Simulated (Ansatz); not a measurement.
# TiZnSe3 (model cell, started as cubic perovskite with Ti in the octahedra): following an unstable mode, part 2 of 2

Wanted: the energy along a soft mode of TiZnSe3 (model cell, started as cubic perovskite with Ti in the octahedra) and the structure at the end.

Ansatz 0.2.0; DFT PBE, scalar-relativistic, plane waves, PAW; PAW set soft_1.

So far, highest frequency on the path or at a solved wavevector (cm⁻¹): step 2 (phonons on a q mesh) 252. Also lowest frequency on the path (cm⁻¹): step 2 -144.

The structure was built from a prototype and need not be the compound's stable phase.

## 6. Relaxation from the frozen mode

Starting from the lowest point found, all atoms and the cell are let go, so that strain and other modes of the same symmetry can join in.

File input.yaml:

```yaml
crystal:
  lattice:
    - [4.9563954824, 4.9563954824, 0.0]
    - [4.9563954824, 0.0, 4.9563954824]
    - [4.9563954824, 0.0, -4.9563954824]
  atoms:
    - { symbol: Zn, position: [0.0, 0.0, 0.0] }
    - { symbol: Zn, position: [0.0, 0.5, 0.5] }
    - { symbol: Ti, position: [0.5, 0.25, 0.75] }
    - { symbol: Ti, position: [0.5, 0.75, 0.25] }
    - { symbol: Se, position: [0.5855993171, 0.0, 0.0] }
    - { symbol: Se, position: [0.4144006829, 0.5, 0.5] }
    - { symbol: Se, position: [0.0, 0.4144006829, 0.0] }
    - { symbol: Se, position: [0.0, 0.0855993171, 0.5] }
    - { symbol: Se, position: [0.5855993171, -0.0855993171, 0.5] }
    - { symbol: Se, position: [0.4144006829, 0.5855993171, 0.0] }
kpoints:
  mp_grid: { grid: [8, 8, 8] }
hamiltonian:
  xc: pbe
  pseudopotentials: { kind: paw, azcp: { folder: soft_1 } }
scf:
  occupations: { method: methfessel_paxton, width: 0.2 }
output:
  forces: true
  stress: true
  eigenvalues: true
relax:
  adjacent_minimum: "off"
  f_tol: 0.002
  max_steps: 120
  cell: { stress_tol: 0.03 }
```

The run is started by

```
ansatz run input.yaml --threads 4 --pin off --max-ram 16384MiB --backend cpu --events-out ev --progress --plain --runs-dir out
```

Numbers of over 12 decimals in the logs are rounded to 6 here.

The log of the run:

```text
[...]
Crystal: 10 atoms, lattice volume = 243.516 Å³
Basis set: ecut = 420 eV, 4693 PW (Γ), exchange–correlation on 96×96×96 points (8 copies of the dense FFT grid, shifted against one another)
Bands: 87, of which v1, the nominal top of the filled ones, is band 72 counted from 1 (71 counted from 0)
Symmetry: 12 space group operations
[...]
k-points: 65 of 512
[...]
SCF iter   1: F=—  HF=-44465.301588 eV  |F-HF|=—  |Δ(HF+E_count)|=         —  Δρ=1.75e-1  dr2=1.47e2  ethr=3.10e-3  ⟨swp⟩=5.7  Hψ=19492  notcnv=0
[...]
SCF iter  12: F=-44456.883968 eV  HF=-44456.883968 eV  |F-HF|=1.01e-8  |Δ(HF+E_count)|=   4.05e-8  S|Δr|=    0.00e0  Δρ=2.78e-6  dr2=3.48e-8  ethr=6.94e-11  ⟨swp⟩=10.3  Hψ=23133  notcnv=0
SCF 1 converged in 12 iterations: F = -44456.883968 eV  dr2 = 3.48e-8
[...]
relax step   1: F+E_penalty+E_count = -44456.88396847 eV  Δ(F+E_penalty+E_count) = +0.000e0 eV  max|allowed force component| = 8.362e-1 eV/Å  Δτ_max = 0.0000 Å  P = -4.325 GPa  Ω = 243.516 Å³  (12 SCF iters, dr2 threshold 1.00e-7 eV, accepted)
Crystal: 10 atoms, lattice volume = 227.877 Å³
Basis set: ecut = 420 eV, 4465 PW (Γ), exchange–correlation on 96×96×96 points (8 copies of the dense FFT grid, shifted against one another)
[...]
SCF iter   8: F=-44458.739547 eV  HF=-44458.739547 eV  |F-HF|=1.31e-7  |Δ(HF+E_count)|=   1.94e-6  S|Δr|=    0.00e0  Δρ=1.69e-5  dr2=8.17e-7  ethr=6.94e-10  ⟨swp⟩=6.7  Hψ=26907  notcnv=0
SCF 2 converged in 8 iterations: F = -44458.739547 eV  dr2 = 8.17e-7
[...]
relax step   2: F+E_penalty+E_count = -44458.73954667 eV  Δ(F+E_penalty+E_count) = -1.856e0 eV  max|allowed force component| = 6.949e-1 eV/Å  Δτ_max = 0.1970 Å  P = -2.221 GPa  Ω = 227.877 Å³  energy of the carried Pulay correction = +3.480e-3 eV  (8 SCF iters, dr2 threshold 1.00e-6 eV, accepted)
Crystal: 10 atoms, lattice volume = 218.711 Å³
Basis set: ecut = 420 eV, 4213 PW (Γ), exchange–correlation on 96×96×96 points (8 copies of the dense FFT grid, shifted against one another)
[...]
SCF iter   9: F=-44459.378986 eV  HF=-44459.378986 eV  |F-HF|=1.35e-8  |Δ(HF+E_count)|=   6.90e-7  S|Δr|=    0.00e0  Δρ=7.12e-6  dr2=1.39e-7  ethr=6.94e-10  ⟨swp⟩=9.1  Hψ=26366  notcnv=0
SCF 3 converged in 9 iterations: F = -44459.378986 eV  dr2 = 1.39e-7
relax step   3: F+E_penalty+E_count = -44459.37898552 eV  Δ(F+E_penalty+E_count) = -6.394e-1 eV  max|allowed force component| = 2.680e-1 eV/Å  Δτ_max = 0.1942 Å  P = +1.342 GPa  Ω = 218.711 Å³  energy of the carried Pulay correction = +5.710e-3 eV  (9 SCF iters, dr2 threshold 1.00e-6 eV, accepted)
[...]
relax step   4: F+E_penalty+E_count = -44459.43061259 eV  Δ(F+E_penalty+E_count) = -5.163e-2 eV  max|allowed force component| = 5.529e-2 eV/Å  Δτ_max = 0.0515 Å  P = +0.148 GPa  Ω = 221.430 Å³  energy of the carried Pulay correction = +5.032e-3 eV  (8 SCF iters, dr2 threshold 1.00e-6 eV, accepted)
[...]
relax step   5: F+E_penalty+E_count = -44459.43287156 eV  Δ(F+E_penalty+E_count) = -2.259e-3 eV  max|allowed force component| = 1.104e-3 eV/Å  Δτ_max = 0.0090 Å  P = -0.134 GPa  Ω = 222.587 Å³  energy of the carried Pulay correction = +4.748e-3 eV  (7 SCF iters, dr2 threshold 3.28e-7 eV, accepted)
[...]
relax step   6: F+E_penalty+E_count = -44459.43314707 eV  Δ(F+E_penalty+E_count) = -2.755e-4 eV  max|allowed force component| = 1.991e-5 eV/Å  Δτ_max = 0.0004 Å  P = -0.007 GPa  Ω = 222.184 Å³  energy of the carried Pulay correction = +4.847e-3 eV  (6 SCF iters, dr2 threshold 5.18e-8 eV, accepted)
Basis set: ecut = 420 eV, 4357 PW (Γ), exchange–correlation on 90×90×96 points (8 copies of the dense FFT grid, shifted against one another)
[...]
SCF iter   9: F=-44459.428005 eV  HF=-44459.428005 eV  |F-HF|=1.46e-11  |Δ(HF+E_count)|=  4.37e-11  S|Δr|=    0.00e0  Δρ=3.55e-8  dr2=3.95e-12  ethr=1.00e-12  ⟨swp⟩=4.0  Hψ=19885  notcnv=0
SCF 7 converged in 9 iterations: F = -44459.428005 eV  dr2 = 3.95e-12
relax step   7: F+E_penalty+E_count = -44459.42800491 eV  Δ(F+E_penalty+E_count) = +5.142e-3 eV  max|allowed force component| = 3.187e-4 eV/Å  Δτ_max = 0.0000 Å  P = -0.011 GPa  Ω = 222.184 Å³  stress off target by 1.33e-2 GPa  SCF on the basis re-selected at this cell (its energy is not comparable with the rows above)  (9 SCF iters)
basis re-selected at this cell: Δ(F+E_penalty+E_count) = +5.142e-3 eV, ΔP = -0.004 GPa vs the last step (what re-selecting the basis moved, of the pressure what is left beyond the Pulay correction that the steps carried, after the strain that the cell walked since its last selection, with what the two solves' SCF thresholds leave and, on support functions, any second-order correction that the steps lacked; it is no measure of the basis error at this ecutwfc). The dense FFT grid was sized anew with the basis: this SCF ran on 45×45×48 points, the steps before it on 48×48×48, so part of this shift can come from that change (see relax.cell in the input reference). [rest of the remark cut]
SCF converged after 9 iterations
[...]
Free energy (F): -44459.428005 eV
[...]
Internal energy: -44459.443812 eV  (E = F + TS)
E sigma→0 (E₀):  -44459.431957 eV
Entropy (-TS):   0.015807 eV (1.581 meV/atom)
Fermi energy:    8.318793 eV
[...]
--- Forces (eV/Å), atoms counted from 1 ---
  atom   1  Zn    -0.00000000    -0.00000000     0.00000000
  atom   2  Zn     0.00000000     0.00000000    -0.00000000
  atom   3  Ti     0.00000000     0.00000000    -0.00000000
  atom   4  Ti     0.00000000     0.00000000     0.00000000
  atom   5  Se     0.00031872     0.00031872    -0.00000000
  atom   6  Se    -0.00031872    -0.00031872     0.00000000
  atom   7  Se    -0.00031872    -0.00000000    -0.00031872
  atom   8  Se     0.00031872     0.00000000     0.00031872
  atom   9  Se     0.00000000     0.00031872    -0.00031872
  atom  10  Se    -0.00000000    -0.00031872     0.00031872
  max |Σ_I F_I| component: 2.08e-18 eV/Å
--- Stress (GPa, compression-positive) ---
       -0.011365      -0.001889      -0.001889
       -0.001889      -0.011365       0.001889
       -0.001889       0.001889      -0.011365
  P = ⅓ Tr σ = -0.0114 GPa (-0.114 kbar)
--- Band table (eV; the first three rows and the last of 65) ---
  k-point 0: bands = [... 68 lower, 7.5388, 8.2087, 8.2087, 8.4611, 8.4841, 8.4841, 8.5986, 9.1505, ... 11 higher]
  k-point 1: bands = [... 68 lower, 7.4968, 8.0524, 8.1674, 8.1674, 8.6542, 8.6542, 8.7123, 9.2184, ... 11 higher]
  k-point 2: bands = [... 68 lower, 7.4469, 7.4469, 8.0557, 8.0557, 8.8022, 8.9326, 8.9326, 9.3364, ... 11 higher]
  k-point 64: bands = [... 68 lower, 6.9801, 7.2139, 7.3271, 7.5430, 8.4960, 8.6623, 8.6821, 9.4454, ... 11 higher]
--- Relaxed structure (6 steps of the walk, 6 accepted, 1 SCFs on fresh bases) ---
  F+E_penalty+E_count = -44459.42800491 eV   max|allowed force component| = 3.187e-4 eV/Å   (the final SCF, on the basis selected at the relaxed cell)
  cell:  # Å, volume = 222.1835 Å³
    - [4.674923, 4.674923, -2.7755575615628914e-17]
    - [4.674923, -2.7755575615628914e-17, 4.674923]
    - [4.947074, -0.272150, -4.947074]
  atoms:
    - { symbol: Zn, position: [2.8513816882718234e-18, -5.681982305551251e-19, -1.163193105284651e-18] }
    - { symbol: Zn, position: [4.0115480381963664e-18, 0.5, 0.5] }
    - { symbol: Ti, position: [0.5, 0.250000, 0.75] }
    - { symbol: Ti, position: [0.500000, 0.750000, 0.250000] }
    - { symbol: Se, position: [0.635288, -3.1526876588222467e-18, 2.823901388071081e-18] }
    - { symbol: Se, position: [0.364712, 0.5, 0.500000] }
    - { symbol: Se, position: [6.938893903907228e-18, 0.364712, 5.551115123125783e-17] }
    - { symbol: Se, position: [-1.734723475976807e-18, 0.135288, 0.5] }
    - { symbol: Se, position: [0.635288, -0.135288, 0.5] }
    - { symbol: Se, position: [0.364712, 0.635288, 0.0] }
```

Run time: 3.2 min. Hardware: 4 threads of Arm Neoverse V1, shared host; peak memory 1.5 GiB; 13 min of CPU time.

The steps of the relaxation:

```csv
step,energy less that of the first step (eV),largest force component (eV/Å),pressure (GPa),volume (Å³)
1,0.0000,0.8362,-4.32,243.52
2,-1.8556,0.6949,-2.22,227.88
3,-2.4950,0.2680,1.34,218.71
4,-2.5466,0.0553,0.15,221.43
5,-2.5489,0.0011,-0.13,222.59
6,-2.5492,0.0000,-0.01,222.18
7*,-2.5440,0.0003,-0.01,222.18
```

Relaxation steps marked * repeat the geometry before them on a plane-wave basis chosen anew for their cell, so energy and pressure can jump there.

The run keeps the 12 symmetry operations that it works with, so distortions that break them were not tested.

```csv
"conventional cell, symmetrised",before,after,change
a (Å),7.009,6.611,-5.7 %
b (Å),7.009,6.611,-5.7 %
c (Å),17.169,17.609,+2.6 %
volume (Å³/atom),24.35,22.22,-8.8 %
```

The atoms that moved most (Å, as changes of fractional coordinates times the final cell):

```csv
atom,dx,dy,dz,length
Se10,0.000,-0.232,0.232,0.329
Se7,-0.232,0.000,-0.232,0.329
Se6,-0.232,-0.232,0.000,0.329
Se5,0.232,0.232,0.000,0.329
Se9,0.000,0.232,-0.232,0.329
Se8,0.232,0.000,0.232,0.329
```

This step gave:

| Item | Value |
| --- | --- |
| pressure | -0.01136 GPa |
| volume per atom | 22.22 Å³ |

The distorted start has space group R-3c; the relaxation ends in R-3c.

## 7. The new phase in its own primitive cell

The relaxed structure is symmetrised, reduced to its primitive cell and relaxed tightly, as its phonons need.

File input.yaml:

```yaml
crystal:
  lattice:
    - [3.3056700356, 1.9085294849, 5.8695145295]
    - [-3.3056700356, 1.9085294849, 5.8695145295]
    - [0.0, -3.8170589699, 5.8695145295]
  atoms:
    - { symbol: Zn, position: [0.75, 0.75, 0.75] }
    - { symbol: Zn, position: [0.25, 0.25, 0.25] }
    - { symbol: Ti, position: [0.5, 0.5, 0.5] }
    - { symbol: Ti, position: [0.0, 0.0, 0.0] }
    - { symbol: Se, position: [0.3852878242, 0.75, 0.1147121758] }
    - { symbol: Se, position: [0.6147121758, 0.25, 0.8852878242] }
    - { symbol: Se, position: [0.1147121758, 0.3852878242, 0.75] }
    - { symbol: Se, position: [0.8852878242, 0.6147121758, 0.25] }
    - { symbol: Se, position: [0.25, 0.8852878242, 0.6147121758] }
    - { symbol: Se, position: [0.75, 0.1147121758, 0.3852878242] }
kpoints:
  mp_grid: { grid: [9, 9, 9] }
hamiltonian:
  xc: pbe
  pseudopotentials: { kind: paw, azcp: { folder: soft_1 } }
scf:
  occupations: { method: methfessel_paxton, width: 0.2 }
output:
  forces: true
  stress: true
  eigenvalues: true
relax:
  adjacent_minimum: "off"
  f_tol: 0.001
  max_steps: 60
  cell: { stress_tol: 0.01 }
```

The log of the run:

```text
[...]
Crystal: 10 atoms, lattice volume = 222.184 Å³
Basis set: ecut = 420 eV, 4357 PW (Γ), exchange–correlation on 96×96×96 points (8 copies of the dense FFT grid, shifted against one another)
Bands: 87, of which v1, the nominal top of the filled ones, is band 72 counted from 1 (71 counted from 0)
Symmetry: 12 space group operations
[...]
k-points: 85 of 729
[...]
- { symbol: Ti, position: [0.500000, 0.500000, 0.5] }
    - { symbol: Ti, position: [0, 0, 0] }
    - { symbol: Se, position: [0.385274, 0.75, 0.114726] }
    - { symbol: Se, position: [0.614726, 0.25, 0.885274] }
    - { symbol: Se, position: [0.114726, 0.385274, 0.750000] }
    - { symbol: Se, position: [0.885274, 0.614726, 0.250000] }
    - { symbol: Se, position: [0.250000, 0.885274, 0.614726] }
    - { symbol: Se, position: [0.750000, 0.114726, 0.385274] }
[key lines of the parts left out:]
SCF converged after 6 iterations
Free energy (F): -44459.428535 eV
Fermi energy:    8.320379 eV
P = ⅓ Tr σ = 0.0042 GPa (0.042 kbar)
```

Elapsed: 1.8 min, on 4 threads; peak memory 1.6 GiB; 7.3 min of CPU time.

Little changed from the start: no atom moved by 0.005 Å and no cell edge by 0.1 %.

This step gave:

| Property | Result |
| --- | --- |
| pressure | 0.004162 GPa |
| volume per atom | 22.21 Å³ |

The largest force component left is 0.62 meV/Å and the pressure is 0.004 GPa, within the tolerances set. The cell now holds 22.21 Å³/atom.

## 8. Modes of the new phase, k-mesh 9×9×9

A relaxed structure may still be a saddle point, so its zone-centre modes are computed. No field response is asked, since the mesh shows no gap.

File input.yaml:

```yaml
crystal:
  lattice:
    - [3.3053945237, 1.908370418, 5.8690762228]
    - [-3.3053945237, 1.908370418, 5.8690762228]
    - [0.0, -3.8167408361, 5.8690762228]
  atoms:
    - { symbol: Zn, position: [0.75, 0.75, 0.75] }
    - { symbol: Zn, position: [0.25, 0.25, 0.25] }
    - { symbol: Ti, position: [0.5, 0.5, 0.5] }
    - { symbol: Ti, position: [0.0, 0.0, 0.0] }
    - { symbol: Se, position: [0.3852744798, 0.75, 0.1147255202] }
    - { symbol: Se, position: [0.6147255202, 0.25, 0.8852744798] }
    - { symbol: Se, position: [0.1147255202, 0.3852744798, 0.75] }
    - { symbol: Se, position: [0.8852744798, 0.6147255202, 0.25] }
    - { symbol: Se, position: [0.25, 0.8852744798, 0.6147255202] }
    - { symbol: Se, position: [0.75, 0.1147255202, 0.3852744798] }
kpoints:
  mp_grid: { grid: [9, 9, 9] }
hamiltonian:
  xc: pbe
  pseudopotentials: { kind: paw, azcp: { folder: soft_1 } }
scf:
  occupations: { method: methfessel_paxton, width: 0.2 }
output:
  eigenvalues: true
phonons:
  method: dfpt
```

The log of the run:

```text
Engine: ansatz 0.2.0, aarch64-unknown-linux-gnu
Pseudopotentials: kind: paw
Pseudopotential: Zn, paw, valence charge 12, recommended cutoff 420 eV (normal), soft_1/Zn.paw.azcp
Pseudopotential: Ti, paw, valence charge 12, recommended cutoff 420 eV (normal), soft_1/Ti.paw.azcp
Pseudopotential: Se, paw, valence charge 16, recommended cutoff 420 eV (normal), soft_1/Se.paw.azcp
Functional definition: PBE
  parameter kappa = 0.804
  parameter beta = 0.066725
  exchange = pbe_x(kappa = kappa, mu = beta*pi^2/3)
  correlation = pbe_c(beta = beta)
Crystal: 10 atoms, lattice volume = 222.130 Å³
Basis set: ecut = 420 eV, 4357 PW (Γ), exchange–correlation on 96×96×96 points (8 copies of the dense FFT grid, shifted against one another)
Bands: 87, of which v1, the nominal top of the filled ones, is band 72 counted from 1 (71 counted from 0)
Symmetry: 12 space group operations
k-points: 365 of 729 (irreducible under 1 space group operation, time reversal used)
Non-local potential: Zn, projectors of the file, l = 0: 2, l = 1: 2, l = 2: 3, l = 3: 1
Non-local potential: Ti, projectors of the file, l = 0: 3, l = 1: 2, l = 2: 3, l = 3: 1
Non-local potential: Se, projectors of the file, l = 0: 2, l = 1: 2, l = 2: 3, l = 3: 1
PAW form: soft (Blöchl's): semilocal exchange-correlation on the pseudo side does not see the compensation charge
PAW one-centre angular grid: Zn, 590 points (default); XC on 64 Gauss nodes
PAW one-centre angular grid: Ti, 590 points (default); XC on 64 Gauss nodes
PAW one-centre angular grid: Se, 590 points (default); XC on 64 Gauss nodes
Initial density: superposition of atomic densities (chi_scale 0.1, normalization cell, long waves kept (reshape's long-wave potential 0.00 eV rms))
Initial wavefunctions: pseudopotential atomic-orbital guess
Functional: x = pbe(κ = 0.804, μ = 0.219515), c = pbe(β = 0.066725)
SCF iter   1: F=—  HF=-44466.293304 eV  |F-HF|=—  |Δ(HF+E_count)|=         —  Δρ=1.66e-1  dr2=1.22e2  ethr=3.10e-3  ⟨swp⟩=6.0  Hψ=111763  notcnv=0
preconditioner: auto → Kerker (q_TF=auto, 2.538 Å⁻¹)  [metal: Δε(μ)=0.010 eV  Ē_g=8.069 eV  σ=0.200 eV  W_gap=0.04  n_scr=58 (ndim 8)  ℏωp=20.5 eV  f_vac=0.000  D(μ)=10.25/eV (n_scr^D=88)]
SCF iter   2: F=—  HF=-44461.114952 eV  |F-HF|=—  |Δ(HF+E_count)|=    5.18e0  S|Δr|=    0.00e0  Δρ=7.25e-2  dr2=2.62e1  ethr=3.10e-3  ⟨swp⟩=2.0  Hψ=50776  notcnv=0  defer=1784
SCF iter   3: F=—  HF=-44459.673779 eV  |F-HF|=—  |Δ(HF+E_count)|=    1.44e0  S|Δr|=    0.00e0  Δρ=2.29e-2  dr2=1.87e0  ethr=3.10e-3  ⟨swp⟩=2.2  Hψ=51268  notcnv=0  defer=1502
SCF iter   4: F=—  HF=-44459.467451 eV  |F-HF|=—  |Δ(HF+E_count)|=   2.06e-1  S|Δr|=    0.00e0  Δρ=1.17e-2  dr2=5.08e-1  ethr=1.30e-3  ⟨swp⟩=2.0  Hψ=45390  notcnv=0  defer=1472
SCF iter   5: F=—  HF=-44459.432035 eV  |F-HF|=—  |Δ(HF+E_count)|=   3.54e-2  S|Δr|=    0.00e0  Δρ=3.13e-3  dr2=3.71e-2  ethr=3.53e-4  ⟨swp⟩=2.0  Hψ=40617  notcnv=0  defer=1463
SCF iter   6: F=—  HF=-44459.427795 eV  |F-HF|=—  |Δ(HF+E_count)|=   4.24e-3  S|Δr|=    0.00e0  Δρ=9.49e-4  dr2=2.54e-3  ethr=2.58e-5  ⟨swp⟩=2.0  Hψ=41815  notcnv=0  defer=1463
SCF iter   7: F=—  HF=-44459.428593 eV  |F-HF|=—  |Δ(HF+E_count)|=   7.97e-4  S|Δr|=    0.00e0  Δρ=4.86e-4  dr2=3.77e-4  ethr=1.76e-6  ⟨swp⟩=2.0  Hψ=42686  notcnv=0  defer=1463
SCF iter   8: F=—  HF=-44459.428604 eV  |F-HF|=—  |Δ(HF+E_count)|=   1.19e-5  S|Δr|=    0.00e0  Δρ=1.34e-4  dr2=3.28e-5  ethr=2.62e-7  ⟨swp⟩=3.0  Hψ=64719  notcnv=0  defer=1463
SCF iter   9: F=—  HF=-44459.428616 eV  |F-HF|=—  |Δ(HF+E_count)|=   1.21e-5  S|Δr|=    0.00e0  Δρ=7.93e-5  dr2=1.20e-5  ethr=2.27e-8  ⟨swp⟩=2.0  Hψ=55804  notcnv=0  defer=1463
[...]
SCF iter  13: F=—  HF=-44459.428535 eV  |F-HF|=—  |Δ(HF+E_count)|=   1.91e-9  S|Δr|=    0.00e0  Δρ=6.78e-7  dr2=1.66e-9  ethr=9.23e-12  ⟨swp⟩=2.1  Hψ=42461  notcnv=0  defer=1463
SCF iter  14: F=—  HF=-44459.428535 eV  |F-HF|=—  |Δ(HF+E_count)|=  5.38e-10  S|Δr|=    0.00e0  Δρ=2.94e-7  dr2=1.91e-10  ethr=1.15e-12  ⟨swp⟩=2.0  Hψ=42680  notcnv=0  defer=1463
SCF iter  15: F=—  HF=-44459.428535 eV  |F-HF|=—  |Δ(HF+E_count)|=  9.46e-11  S|Δr|=    0.00e0  Δρ=2.00e-7  dr2=5.28e-11  ethr=1.00e-12  ⟨swp⟩=2.0  Hψ=33900  notcnv=0  defer=1463
SCF iter  16: F=—  HF=-44459.428535 eV  |F-HF|=—  |Δ(HF+E_count)|=  4.37e-11  S|Δr|=    0.00e0  Δρ=9.04e-8  dr2=1.34e-11  ethr=1.00e-12  ⟨swp⟩=2.0  Hψ=33900  notcnv=0  defer=1463
SCF iter  17: F=-44459.428535 eV  HF=-44459.428535 eV  |F-HF|=2.18e-11  |Δ(HF+E_count)|=  1.46e-11  S|Δr|=    0.00e0  Δρ=2.24e-8  dr2=1.54e-12  ethr=1.00e-12  ⟨swp⟩=11.4  Hψ=163666  notcnv=0
SCF 1 converged in 17 iterations: F = -44459.428535 eV  dr2 = 1.54e-12
[...]
DFPT response loops at Γ: preconditioner auto → Kerker (q_TF=auto, 2.538 Å⁻¹) (partly filled bands, converged f_vac=0.000); β = 1.00, the filter's whole step (`scf.mixing.beta` (0.50) is not read by the response loops under this deck's `scf.mixing.preconditioner`; to damp them name `kerker` or `kerker_dos`, under which they read `scf.mixing.beta`, and type it under 1.00, their step now; both keys bind the ground state too); Broyden in place of MSR1
the run's response loops start from zero, take more passes and end by a threshold: the memory limit or budget leaves too little room for the subspace of the ground state's own states beside the solves, or none could be made (phonons.method)
```

Elapsed: 21 min, on 4 threads; peak memory 15 GiB.

The run was cut off at the time limit after its SCF cycle had converged; no result of it is taken.

The program's message: “Warning:”

## 9. What came out

```yaml
unstable_mode_of_the_parent: q = (-0.5, -0.5, -0.5), 114i cm⁻¹
depth_at_the_lowest_point_sampled: 260 meV/atom
largest_atomic_shift_at_that_point: 0.6 Å
space_group_reached_within_0p01_a: R-3c
energy_gained_over_the_parent_first_relaxation_on_the_mesh_of_the_frozen_mode: 514 meV/atom
volume_per_atom_phase_reached: 22.2 Å³
```

Along this mode the structure falls into R-3c, 514 meV/atom below the parent. At the parent's cell the well is 259.6 meV/atom deep on the steps tried, with its lowest point at a shift of 0.6 Å. That is the last step tried, so the steps alone don't bracket the bottom of the well. Relaxing atoms and cell changes the gain by +254.66 meV/atom against the lowest step (energies at zero smearing). The modes of the phase reached were not computed on this path. Of the 5 patterns followed to their end from this parent, this one reaches the lowest energy. Each path keeps the symmetry of its pattern, so a lower phase may lie along a pattern not tried. With no gap, or one that is small against the smearing, the frequencies hang on the k mesh and the smearing, most of all near Kohn anomalies. The starting cell was built on a prototype and not taken from a measurement, so the phase need not exist.

[Logs are printed without paths, hosts, clocks, repeated set-up lines and the standing remarks that a program may print on its own settings, such as how far it seeks lower states.]

[Hosts, paths, dates, database ids (printed as entryN), source tags and the programs' standing remarks are cut or masked in the printed files.]
